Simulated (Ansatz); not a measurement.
# Preparing SrLa2S4 (I-42d) as a host crystal, part 3 of 3

Before any defect goes in: SrLa2S4 (I-42d) at rest, and how it screens a charge.

Ansatz 0.2.0; plane-wave PAW DFPT, PBEsol; dielectric tensors, Born charges and zone-centre modes of the host (the session's first sound run).

So far. Step 2 (Dielectric tensors of the host): The principal values of the electronic dielectric tensor are 7.57, 7.66 and 7.66. The principal values of the static dielectric tensor are 18.08, 19.25 and 19.25.

**6. Defect free supercell relaxed from displaced atoms**

This step: plane-wave PAW DFT, PBEsol; relaxation of the defect-free supercell from random displacements, a test of the host's stability (Ansatz 0.2.0).

pristine.rattled/input.yaml

```yaml
crystal:
  lattice:
    - [0.0, 8.6813484085, 8.652110248]
    - [8.6813484085, 0.0, 8.652110248]
    - [8.6813484085, 8.6813484085, 0.0]
  atoms:
    - { symbol: Sr, position: [0.0, 0.0, 0.5] }
    - { symbol: Sr, position: [0.25, 0.25, 0.75] }
    - { symbol: Sr, position: [0.5, 0.5, 0.0] }
    - { symbol: Sr, position: [0.75, 0.75, 0.25] }
    - { symbol: Sr, position: [0.125, 0.625, 0.375] }
    - { symbol: Sr, position: [0.375, 0.875, 0.625] }
    - { symbol: Sr, position: [0.625, 0.125, 0.875] }
    - { symbol: Sr, position: [0.875, 0.375, 0.125] }
    - { symbol: La, position: [0.1271895091, 0.7478104909, 0.0021895091] }
    - { symbol: La, position: [0.3771895091, 0.9978104909, 0.2521895091] }
    - { symbol: La, position: [0.6271895091, 0.2478104909, 0.5021895091] }
    - { symbol: La, position: [0.8771895091, 0.4978104909, 0.7521895091] }
    - { symbol: La, position: [0.0021895091, 0.1228104909, 0.7478104909] }
    - { symbol: La, position: [0.2521895091, 0.3728104909, 0.9978104909] }
    - { symbol: La, position: [0.5021895091, 0.6228104909, 0.2478104909] }
    - { symbol: La, position: [0.7521895091, 0.8728104909, 0.4978104909] }
    - { symbol: La, position: [0.2478104909, 0.6271895091, 0.6228104909] }
    - { symbol: La, position: [0.4978104909, 0.8771895091, 0.8728104909] }
    - { symbol: La, position: [0.7478104909, 0.1271895091, 0.1228104909] }
    - { symbol: La, position: [0.9978104909, 0.3771895091, 0.3728104909] }
    - { symbol: La, position: [0.1228104909, 0.0021895091, 0.1271895091] }
    - { symbol: La, position: [0.3728104909, 0.2521895091, 0.3771895091] }
    - { symbol: La, position: [0.6228104909, 0.5021895091, 0.6271895091] }
    - { symbol: La, position: [0.8728104909, 0.7521895091, 0.8771895091] }
    - { symbol: S, position: [0.2232111278, 0.4722853678, 0.1998961409] }
    - { symbol: S, position: [0.4732111278, 0.7222853678, 0.4498961409] }
    - { symbol: S, position: [0.7232111278, 0.9722853678, 0.6998961409] }
    - { symbol: S, position: [0.9732111278, 0.2222853678, 0.9498961409] }
    - { symbol: S, position: [0.0982111278, 0.8472853678, 0.7296073636] }
    - { symbol: S, position: [0.3482111278, 0.0972853678, 0.9796073636] }
    - { symbol: S, position: [0.5982111278, 0.3472853678, 0.2296073636] }
    - { symbol: S, position: [0.8482111278, 0.5972853678, 0.4796073636] }
    - { symbol: S, position: [0.1046073636, 0.1998961409, 0.2232111278] }
    - { symbol: S, position: [0.3546073636, 0.4498961409, 0.4732111278] }
    - { symbol: S, position: [0.6046073636, 0.6998961409, 0.7232111278] }
    - { symbol: S, position: [0.8546073636, 0.9498961409, 0.9732111278] }
    - { symbol: S, position: [0.0748961409, 0.4796073636, 0.8482111278] }
    - { symbol: S, position: [0.3248961409, 0.7296073636, 0.0982111278] }
    - { symbol: S, position: [0.5748961409, 0.9796073636, 0.3482111278] }
    - { symbol: S, position: [0.8248961409, 0.2296073636, 0.5982111278] }
    - { symbol: S, position: [0.2222853678, 0.9732111278, 0.8546073636] }
    - { symbol: S, position: [0.4722853678, 0.2232111278, 0.1046073636] }
    - { symbol: S, position: [0.7222853678, 0.4732111278, 0.3546073636] }
    - { symbol: S, position: [0.9722853678, 0.7232111278, 0.6046073636] }
    - { symbol: S, position: [0.1998961409, 0.1046073636, 0.4722853678] }
    - { symbol: S, position: [0.4498961409, 0.3546073636, 0.7222853678] }
    - { symbol: S, position: [0.6998961409, 0.6046073636, 0.9722853678] }
    - { symbol: S, position: [0.9498961409, 0.8546073636, 0.2222853678] }
    - { symbol: S, position: [0.2296073636, 0.8248961409, 0.3472853678] }
    - { symbol: S, position: [0.4796073636, 0.0748961409, 0.5972853678] }
    - { symbol: S, position: [0.7296073636, 0.3248961409, 0.8472853678] }
    - { symbol: S, position: [0.9796073636, 0.5748961409, 0.0972853678] }
    - { symbol: S, position: [0.0972853678, 0.3482111278, 0.5748961409] }
    - { symbol: S, position: [0.3472853678, 0.5982111278, 0.8248961409] }
    - { symbol: S, position: [0.5972853678, 0.8482111278, 0.0748961409] }
    - { symbol: S, position: [0.8472853678, 0.0982111278, 0.3248961409] }
basis:
  ecutwfc: 420
  xc_grid: 2
hamiltonian:
  xc: pbesol
kpoints:
  mp_grid: { grid: [1, 1, 1], shift: [0.25, 0.25, 0.25] }
scf:
  occupations: { method: fermi_dirac, width: 0.01 }
  max_iter: 80
output:
  forces: true
relax:
  f_tol: 0.01
  max_steps: 120
  random_displacement: { amplitude: 0.08, seed: 6898 }
checkpoint:
  write: "../pristine.rattled.run"
  compress: false
  write_wavefunctions: false
  write_every: 100000
```

Launch:

```
> ansatz run input.yaml --threads 4 --pin off --max-ram 7536MiB --backend cpu --events-out ev --progress --plain --runs-dir out
```

Numbers of over 12 decimals in the logs are rounded to 6 here.

The log of the run:

```text
[...]
Crystal: 56 atoms, lattice volume = 1304.147 Å³
Basis set: ecut = 420 eV, 25573 PW (Γ), exchange–correlation on 180×180×180 points (8 copies of the dense FFT grid, shifted against one another)
Bands: 280, of which v1, the nominal top of the filled ones, is band 224 counted from 1 (223 counted from 0)
Symmetry: 1 space group operations
k-points: 1
[...]
SCF iter   1: F=—  HF=-154959.620963 eV  |F-HF|=—  |Δ(HF+E_count)|=         —  Δρ=5.33e-3  dr2=5.22e-1  ethr=1.77e-3  ⟨swp⟩=10.0  Hψ=1351  notcnv=0  defer=28
[...]
SCF iter   7: F=-154959.516224 eV  HF=-154959.516224 eV  |F-HF|=1.84e-7  |Δ(HF+E_count)|=   3.88e-8  Δρ=2.83e-6  dr2=2.73e-7  ethr=5.58e-10  ⟨swp⟩=4.0  Hψ=940  notcnv=0
SCF 1 converged in 7 iterations: F = -154959.516224 eV  dr2 = 2.73e-7
[...]
relax step   1: F+E_penalty+E_count = -154959.51622356 eV  Δ(F+E_penalty+E_count) = +0.000e0 eV  max|allowed force component| = 8.512e-1 eV/Å  Δτ_max = 0.0000 Å  (7 SCF iters, dr2 threshold 2.50e-6 eV, accepted)
[...]
relax step   2: F+E_penalty+E_count = -154959.92184168 eV  Δ(F+E_penalty+E_count) = -4.056e-1 eV  max|allowed force component| = 1.278e0 eV/Å  Δτ_max = 0.1987 Å  (6 SCF iters, dr2 threshold 4.53e-5 eV, accepted)
relax step   3: F+E_penalty+E_count = -154960.55771107 eV  Δ(F+E_penalty+E_count) = -6.359e-1 eV  max|allowed force component| = 2.352e-2 eV/Å  Δτ_max = 0.1305 Å  (5 SCF iters, dr2 threshold 1.00e-4 eV, accepted)
relax step   4: F+E_penalty+E_count = -154960.55771617 eV  Δ(F+E_penalty+E_count) = -5.103e-6 eV  max|allowed force component| = 2.360e-2 eV/Å  Δτ_max = 0.0000 Å  (4 SCF iters, accepted)
relax step   5: F+E_penalty+E_count = -154960.55862838 eV  Δ(F+E_penalty+E_count) = -9.122e-4 eV  max|allowed force component| = 1.017e-2 eV/Å  Δτ_max = 0.0033 Å  (5 SCF iters, accepted)
relax step   6: F+E_penalty+E_count = -154960.55790979 eV  Δ(F+E_penalty+E_count) = +7.186e-4 eV  max|allowed force component| = 1.786e-2 eV/Å  Δτ_max = 0.0045 Å  (5 SCF iters, rejected (line search))
SCF iter   1: F=—  HF=-154960.558236 eV  |F-HF|=—  |Δ(HF+E_count)|=         —  Δρ=1.57e-4  dr2=4.83e-4  ethr=1.16e-6  ⟨swp⟩=3.0  Hψ=663  notcnv=0  defer=47
[...]
SCF iter   5: F=-154960.558874 eV  HF=-154960.558874 eV  |F-HF|=1.75e-10  |Δ(HF+E_count)|=   2.35e-8  Δρ=1.19e-6  dr2=1.55e-8  ethr=2.23e-11  ⟨swp⟩=5.0  Hψ=975  notcnv=0
SCF 7 converged in 5 iterations: F = -154960.558874 eV  dr2 = 1.55e-8
relax step   7: F+E_penalty+E_count = -154960.55887372 eV  Δ(F+E_penalty+E_count) = -2.453e-4 eV  max|allowed force component| = 3.855e-3 eV/Å  Δτ_max = 0.0021 Å  (5 SCF iters, accepted)
SCF converged after 5 iterations
Free energy (F): -154960.558874 eV
[...]
Internal energy: -154960.558874 eV  (E = F + TS)
E sigma→0 (E₀):  -154960.558874 eV
Fermi energy:    9.941637 eV
[...]
--- Forces (eV/Å), atoms counted from 1 ---
  atom   1  Sr     0.00078239    -0.00057735    -0.00092827
  atom   2  Sr    -0.00180601     0.00026138    -0.00298420
  atom   3  Sr    -0.00082488     0.00000972    -0.00110509
  atom   4  Sr    -0.00092790    -0.00037863     0.00015696
  atom   5  Sr     0.00143663     0.00031733    -0.00106697
  atom   6  Sr     0.00385503    -0.00027334     0.00023704
  atom   7  Sr    -0.00100433    -0.00000113    -0.00139583
  atom   8  Sr     0.00124971     0.00211834    -0.00204676
  atom   9  La    -0.00078218     0.00105328     0.00151203
  atom  10  La     0.00043328     0.00364441     0.00189983
  atom  11  La     0.00098417    -0.00040336    -0.00005306
  atom  12  La     0.00049175     0.00193511     0.00095004
  atom  13  La     0.00058300    -0.00020305    -0.00034459
  atom  14  La    -0.00301618     0.00037664     0.00001861
  atom  15  La     0.00199067    -0.00189630     0.00220336
  atom  16  La     0.00075849     0.00189144     0.00247529
  atom  17  La     0.00065667    -0.00126293     0.00059961
  atom  18  La     0.00046991     0.00103157     0.00274133
  atom  19  La    -0.00056177     0.00352605    -0.00001762
  atom  20  La    -0.00005829     0.00145671     0.00300244
  atom  21  La     0.00035276    -0.00034872     0.00047259
  atom  22  La    -0.00092697    -0.00196214     0.00132537
  atom  23  La     0.00151353     0.00363379     0.00002493
  atom  24  La    -0.00127738    -0.00150578     0.00141961
  atom  25  S      0.00112142     0.00033573    -0.00176564
  atom  26  S     -0.00038309    -0.00133759    -0.00123364
  atom  27  S      0.00120533     0.00086326    -0.00069677
  atom  28  S      0.00019954    -0.00058162    -0.00073134
  atom  29  S     -0.00107691    -0.00006803    -0.00062972
  atom  30  S     -0.00026354    -0.00101721     0.00136373
  atom  31  S     -0.00083303     0.00005398    -0.00053898
  atom  32  S     -0.00094915    -0.00058479     0.00107593
  atom  33  S      0.00031085    -0.00047078    -0.00112914
  atom  34  S     -0.00067524     0.00192417    -0.00048266
  atom  35  S     -0.00076234    -0.00058482    -0.00060391
  atom  36  S     -0.00056207    -0.00083509     0.00083687
  atom  37  S      0.00065322     0.00016074     0.00035442
  atom  38  S     -0.00104771    -0.00056489     0.00014337
  atom  39  S      0.00039770    -0.00130744     0.00076139
  atom  40  S     -0.00174677     0.00024420    -0.00037280
[...]
atom  45  S     -0.00155633    -0.00011762    -0.00021901
  atom  46  S     -0.00082775    -0.00073264    -0.00009713
  atom  47  S      0.00016816     0.00041491     0.00110389
  atom  48  S      0.00078276    -0.00097226     0.00121016
  atom  49  S     -0.00140896    -0.00044986     0.00031040
  atom  50  S      0.00010517    -0.00025061     0.00002031
  atom  51  S     -0.00090085    -0.00028276     0.00062410
  atom  52  S      0.00051146    -0.00048261    -0.00036411
  atom  53  S      0.00060667    -0.00055813    -0.00097052
  atom  54  S      0.00168877    -0.00013761    -0.00032074
  atom  55  S      0.00193875    -0.00077628    -0.00176251
  atom  56  S     -0.00000106    -0.00103849    -0.00201691
  max |Σ_I F_I| component: 2.49e-5 eV/Å
--- Relaxed structure (7 steps of the walk, 6 accepted, 0 SCFs on fresh bases) ---
  F+E_penalty+E_count = -154960.55887372 eV   max|allowed force component| = 3.855e-3 eV/Å
  atoms:
    - { symbol: Sr, position: [3.0360121537271757e-5, -0.000434, 0.500339] }
    - { symbol: Sr, position: [0.250037, 0.249641, 0.750325] }
    - { symbol: Sr, position: [0.499997, 0.499619, 0.000318] }
    - { symbol: Sr, position: [0.750001, 0.749584, 0.250349] }
    - { symbol: Sr, position: [0.125290, 0.624315, 0.375305] }
    - { symbol: Sr, position: [0.375302, 0.874272, 0.625286] }
    - { symbol: Sr, position: [0.625279, 0.124340, 0.875309] }
    - { symbol: Sr, position: [0.875305, 0.374351, 0.125242] }
    - { symbol: La, position: [0.127249, 0.747099, 0.002775] }
    - { symbol: La, position: [0.377245, 0.997103, 0.252710] }
    - { symbol: La, position: [0.627328, 0.247036, 0.502759] }
    - { symbol: La, position: [0.877260, 0.497092, 0.752728] }
    - { symbol: La, position: [0.002337, 0.122009, 0.748468] }
    - { symbol: La, position: [0.252279, 0.372063, 0.998497] }
    - { symbol: La, position: [0.502343, 0.621953, 0.248479] }
    - { symbol: La, position: [0.752287, 0.872014, 0.498446] }
    - { symbol: La, position: [0.247701, 0.626607, 0.623478] }
    - { symbol: La, position: [0.497670, 0.876601, 0.873476] }
    - { symbol: La, position: [0.747658, 0.126675, 0.123424] }
    - { symbol: La, position: [0.997678, 0.376592, 0.373485] }
    - { symbol: La, position: [0.122748, 0.001577, 0.127782] }
    - { symbol: La, position: [0.372764, 0.251567, 0.377810] }
    - { symbol: La, position: [0.622745, 0.501601, 0.627723] }
    - { symbol: La, position: [0.872740, 0.751587, 0.877800] }
    - { symbol: S, position: [0.223172, 0.471782, 0.199904] }
    - { symbol: S, position: [0.473178, 0.721774, 0.449908] }
    - { symbol: S, position: [0.723153, 0.971779, 0.699903] }
    - { symbol: S, position: [0.973167, 0.221777, 0.949914] }
    - { symbol: S, position: [0.098164, 0.846931, 0.730186] }
    - { symbol: S, position: [0.348171, 0.096882, 0.980204] }
    - { symbol: S, position: [0.598175, 0.346931, 0.230167] }
    - { symbol: S, position: [0.848164, 0.596887, 0.480198] }
    - { symbol: S, position: [0.104608, 0.198523, 0.224135] }
    - { symbol: S, position: [0.354580, 0.448539, 0.474134] }
    - { symbol: S, position: [0.604589, 0.698524, 0.724138] }
    - { symbol: S, position: [0.854582, 0.948512, 0.974172] }
    - { symbol: S, position: [0.074196, 0.478909, 0.849147] }
    - { symbol: S, position: [0.324181, 0.728908, 0.099188] }
    - { symbol: S, position: [0.574200, 0.978893, 0.349139] }
    - { symbol: S, position: [0.824184, 0.228917, 0.599176] }
    - { symbol: S, position: [0.222625, 0.972484, 0.855158] }
    - { symbol: S, position: [0.472636, 0.222504, 0.105122] }
    - { symbol: S, position: [0.722645, 0.472461, 0.355161] }
    - { symbol: S, position: [0.972611, 0.722484, 0.605174] }
    - { symbol: S, position: [0.199327, 0.104478, 0.472643] }
    - { symbol: S, position: [0.449330, 0.354460, 0.722650] }
    - { symbol: S, position: [0.699311, 0.604457, 0.972629] }
    - { symbol: S, position: [0.949323, 0.854429, 0.222667] }
    - { symbol: S, position: [0.230146, 0.823646, 0.347670] }
    - { symbol: S, position: [0.480155, 0.073642, 0.597641] }
    - { symbol: S, position: [0.730135, 0.323662, 0.847642] }
    - { symbol: S, position: [0.980164, 0.573637, 0.097644] }
    - { symbol: S, position: [0.097509, 0.347458, 0.574922] }
    - { symbol: S, position: [0.347485, 0.597466, 0.824902] }
    - { symbol: S, position: [0.597524, 0.847429, 0.074907] }
    - { symbol: S, position: [0.847520, 0.097469, 0.324907] }
```

Run time: 1.8 min. Hardware: 4 threads of Arm Neoverse V1, shared host; peak memory 2.3 GiB.

Step by step:

```
step  energy less that of the first step (eV)  largest force component (eV/Å)
   1                                   0.0000                          0.8512
   2                                  -0.4056                          1.2781
   3                                  -1.0415                          0.0235
   4                                  -1.0415                          0.0236
   5                                  -1.0424                          0.0102
   6                                  -1.0417                          0.0179
   7                                  -1.0427                          0.0039
```

Relaxation step 6 was tried and not accepted.

The relaxation ends 19 meV an atom lower than the displaced start, with a largest force component of 0.0039 eV/Å.

**7. Outcome**

| Item | Value |
| --- | --- |
| electronic dielectric constant | principal values (7.57, 7.66, 7.66) |
| static dielectric constant | principal values (18.08, 19.25, 19.25) |
| gap on the k-mesh of the response run (PBEsol) | 2.07 eV |
| supercell relaxed in its symmetry less the displaced and relaxed one | 0.000 eV |
| energy an atom at one point at (¼, ¼, ¼) less that on the dense mesh | 0.004 eV |

In words: Step 5: First to last step the energy falls by 0.003 eV; the largest move, 0.007 Å, is that of S36 and 7 other atoms alike. Step 6: The energy fell by 1.043 eV from the randomly displaced start; against the sites as typed, S38 ends farthest off, by 0.01 Å, once the mean shift is taken out. The displaced cell ends within 0.01 eV of the symmetric one relaxed in its symmetry, so no lower structure shows in this supercell. The k-mesh can miss the band edges, so this gap is an upper bound at this level. All at zero temperature.

[Logs are printed without paths, hosts, clocks, repeated set-up lines and the standing remarks that a program may print on its own settings, such as how far it seeks lower states.]

[Hosts, paths, dates, database ids (printed as entryN), source tags and the programs' standing remarks are cut or masked in the printed files.]

[Runs of the host that timed out are not shown.]

[For some hosts the program warned that the k-mesh of the response run may be too coarse for force constants and the static dielectric constant; such warnings are not always shown.]
